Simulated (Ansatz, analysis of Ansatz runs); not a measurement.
# Local vibrational mode of the V_K centre (self-trapped hole) in LiF (PBE0), part 2 of 2

Subject: V_K centre (self-trapped hole) in LiF. Wanted: its local vibrational mode, in one set-up (PBE0, 32-site cell, PBE lattice, 420 eV, k: the zone centre alone, relaxed with the hybrid). The model is a cell of 32 host atoms. The frequencies come from force constants among the defect atom and its neighbours, with the masses of the isotopes named. Exact exchange opens the gap, stiffens bonds and lessens the self-interaction error, at many times the cost.

Ansatz 0.2.0; PBE0, 32-site cell, PBE lattice, 420 eV, k: the zone centre alone, relaxed with the hybrid.

So far: Starting point; Relaxation, charge +1.

In doubt: the hybrid run may have settled on a false gap or state (step 2), so the values of those runs are not to be relied on.

**2. Relaxation, charge +1 (continued)**

Level of this step: plane-wave PAW DFT, PBE0; relaxation of all atoms of a defect supercell (Ansatz).

The steps of the relaxation:

```tsv
step	energy less that of the first step (eV)	largest force component (eV/Å)
1	0.0000	1.9008
2	-0.6510	1.3134
3	-1.0270	0.6675
4	-1.0899	0.1320
5	-1.0970	0.0349
6	-1.0981	0.0150
7	-1.0982	0.0093
```

The atoms that moved most (Å, from the sites as typed, ahead of the random displacement, the mean shift of all atoms taken out):

```tsv
atom	dx	dy	dz	length
Li6	0.004	0.169	-0.169	0.239
Li7	-0.004	-0.168	0.169	0.238
Li15	0.000	0.152	0.002	0.152
Li16	-0.001	0.002	0.152	0.152
Li14	0.001	-0.152	-0.001	0.152
Li13	0.001	-0.002	-0.152	0.152
Li10	-0.107	-0.018	-0.020	0.110
Li1	-0.107	0.019	0.018	0.110
```

The relaxed structure:

```xyz
32
Lattice="-4.0671 4.0671 4.0671 4.0671 -4.0671 4.0671 4.0671 4.0671 -4.0671" Properties=species:S:1:pos:R:3 pbc="T T T"
Li   -0.1062    0.0157    0.0191
Li    4.0672    2.0352   -2.0289
Li    4.1744    0.0150    0.0193
Li    4.0672   -2.0312    2.0397
Li    2.0344    4.0686   -2.0359
Li    2.0378    2.1991   -0.1674
Li    2.0303   -0.1714    2.2039
Li    2.0334   -2.0397    4.0717
Li    0.0014    4.0586   -0.0041
Li   -0.1062    2.0121    2.0150
Li    0.0007   -0.0078    4.0665
Li    4.1743    2.0107    2.0183
Li   -2.0319    4.0625    1.8834
Li   -2.0321    1.8787    4.0672
Li    2.0342    4.2159    2.0370
Li    2.0330    2.0320    4.2206
F     2.0346    1.9954   -2.0267
F     2.0341    0.3053    0.3099
F     2.0337   -2.0315    2.0007
F     6.1012   -0.0486   -0.0435
F    -0.0698    2.0475   -0.0157
F    -0.0690   -0.0205    2.0528
F     4.1367    2.0478   -0.0161
F     4.1380   -0.0204    2.0530
F    -2.0331    2.0751    2.0802
F     2.0339    4.0587    0.0366
F     2.0342    1.7222    1.7264
F     2.0336    0.0317    4.0637
F     0.0007    6.1182   -0.0188
F     0.0001    4.0430    2.0559
F     0.0002    2.0509    4.0490
F     0.0001   -0.0236    6.1224
```

Neighbours of the ideal centre at the end:

```tsv
atom	distance (Å)
F27	1.001
F18	1.003
Li6	1.673
Li7	1.680
F21	2.560
F23	2.560
Li10	2.562
F22	2.563
Li12	2.564
Li1	2.564
F24	2.565
Li3	2.565
```

Read from the output:

```
free energy                           : -16259.6150 eV
total moment                          : 1 μB
integral of the absolute spin density : 1.119 μB
spin contamination                    : 0.005983
```

The relaxation ends 34 meV an atom lower than the displaced start, with a largest force component of 0.0093 eV/Å.

**3. Local vibrational modes**

A local mode lives on the defect and the atoms next to it, so only the sites listed in the input are displaced, which costs far fewer SCF runs than the whole cell would.

This step: plane-wave PAW DFT, PBE0; finite-displacement force constants among the atoms nearest to a defect, the others at rest.

The input, modes/input.yaml:

```yaml
crystal:
  lattice:
    - [-4.06712876, 4.06712876, 4.06712876]
    - [4.06712876, -4.06712876, 4.06712876]
    - [4.06712876, 4.06712876, -4.06712876]
  atoms:
    - { symbol: Li, position: [0.004276814, -0.0107117, -0.011134713] }
    - { symbol: Li, position: [0.000770856, 0.250575904, 0.750208757] }
    - { symbol: Li, position: [0.004211778, 0.515553231, 0.515025654] }
[... 2 atom lines left out ...]
    - { symbol: Li, position: [0.249774463, 0.229936665, 0.520867474] }
    - { symbol: Li, position: [0.249871282, 0.520534853, 0.228525637] }
[... 2 atom lines left out ...]
    - { symbol: Li, position: [0.495081012, 0.234663169, 0.234300529] }
[... 1 atom line left out ...]
    - { symbol: Li, position: [0.495315369, 0.76129499, 0.760363073] }
[... 5 atom lines left out ...]
    - { symbol: F, position: [0.07562722, 0.288170206, 0.28759624] }
[... 2 atom lines left out ...]
    - { symbol: F, position: [0.249782108, -0.010509315, 0.243125968] }
    - { symbol: F, position: [0.249843415, 0.243881705, -0.0110026] }
    - { symbol: F, position: [0.249771067, 0.506563392, 0.760303068] }
    - { symbol: F, position: [0.249885028, 0.761103459, 0.506203339] }
[... 2 atom lines left out ...]
    - { symbol: F, position: [0.423964626, 0.462311221, 0.461801918] }
[... 4 atom lines left out ...]
    - { symbol: F, position: [0.749761162, 0.752681429, -0.002894282] }
total_charge: 1
basis:
  ecutwfc: 420
  xc_grid: 2
hamiltonian:
  xc: pbe0
kpoints:
  mp_grid: { grid: [1, 1, 1] }
magnetization:
  spin_polarized: true
  initial_magnetization: 1
  spin_locking: { lock_magnetization: hard }
scf:
  occupations: { method: fermi_dirac, width: 0.01 }
  max_iter: 120
output: {}
checkpoint:
  read: "../relax.run"
phonons:
  supercell: [1, 1, 1]
  displaced_sites: [5, 17, 26]
```

Started as:

```console
$ ansatz run input.yaml --threads 2 --pin off --max-ram 3768MiB --backend cpu --events-out ev --progress --plain --runs-dir out
```

Numbers of over 12 decimals in the logs are rounded to 6 here.

The log of the run:

```text
[...]
Crystal: 32 atoms, lattice volume = 269.106 Å³
Basis set: ecut = 420 eV, 5281 PW (Γ), exchange–correlation on 96×96×96 points (8 copies of the dense FFT grid, shifted against one another)
Bands: 112, of which v1, the nominal top of the filled ones, is band 80 counted from 1 (79 counted from 0)
Symmetry: 1 space group operations
k-points: 1
[...]
Stability of the state it starts from, as read at its close in the collinear treatment: not read, because the functional holds exact exchange (a hybrid, or Hartree-Fock), whose exchange loop this test does not read (fock_operator); its run was given moments
[...]
Frozen-core exchange: fock
[...]
--- Phonons: 18 displaced members + reference (amplitude 0.0025 Å, Σ member SCF iterations 316) ---
  symmetry images taken by strict's conditions (phonons.symmetry_images: auto; settled by no image being taken that strict refuses)
  force constants formed among 3 of 32 sites (Li 5, F 17, F 26); the other 29 at rest. The modes move the named sites alone.
  the frequencies, the zero-point energy and the sums are of the block with the acoustic sum rule laid on its rows. Row sums over every site: 1.5e-4 eV/Å² at the most
  transpose residual: 1.1e-4 eV/Å²
  largest component of a force at the reference: 9.3e-3 eV/Å on a named site, 4.9e-3 eV/Å on a site at rest
  frequencies among the named sites at Γ of the cell (cm⁻¹): 139.23 191.61 221.89 248.03 249.24 262.17 359.39 459.15 517.77
  unstable modes among the named sites: 0
  frequencies as built, with no sum rule (cm⁻¹): 139.23 191.61 221.89 248.03 249.24 262.16 359.39 459.15 517.77
  zero-point energy: 0.164185 eV/cell   skipped modes (ω ≤ 0): 0
  not written: the harmonic force-constant file, the file of eigenvectors (these modes' are written with the force constants), the density of states and the dispersion, which are of every site
[key lines of the parts left out:]
Magnetization: 1.0000 μB (80.0000 up, 79.0000 down)
Free energy (F): -16259.615011 eV
Fermi energy:    0.350970 (↑ 4.505449, ↓ 0.349040) eV
```

Run time: 17 min. Hardware: 2 threads of Arm Neoverse N1, shared host; peak memory 0.75 GiB; 31 min of CPU time.

Read from the output:

```
free energy                           : -16259.6150 eV
total moment                          : 1 μB
integral of the absolute spin density : 1.119 μB
spin contamination                    : 0.005983
```

The modes with the largest weight on the probed atoms (the light atom of a pair), for the masses of each isotope. Modes of the displaced atoms (local only where they lie over the host's phonons):

```tsv
isotopes	mode (cm⁻¹)	share of the defect atoms
n	359.4	0.983
n	262.2	0.995
n	248	0.916
n	221.9	1
n	191.6	0.955
n	139.2	0.996
```

**4. Results**

```
distance between the two halogen atoms                      : 2.004 Å
stretch of the F2- molecule (highest mode on the two atoms) : 359 cm⁻¹
time of the whole chain                                     : 23 min on 2 threads
```

What this shows: Stretch of the F2- molecule: computed 359 cm⁻¹, measured 437 cm⁻¹; 78 cm⁻¹ (18 %) below the measurement. Only the named neighbours move, so modes near the host's band are approximate. Limits: the zone centre alone is a coarse sampling for this cell; the periodic copies of the defect are only 7.0 Å apart.

[Logs are printed without paths, hosts, clocks, repeated set-up lines and the standing remarks that a program may print on its own settings, such as how far it seeks lower states.]

[Hosts, paths, dates, database ids (printed as entryN), source tags and the programs' standing remarks are cut or masked in the printed files.]

[For some hosts the program warned that the k-mesh of the response run may be too coarse for force constants and the static dielectric constant; such warnings are not shown here.]
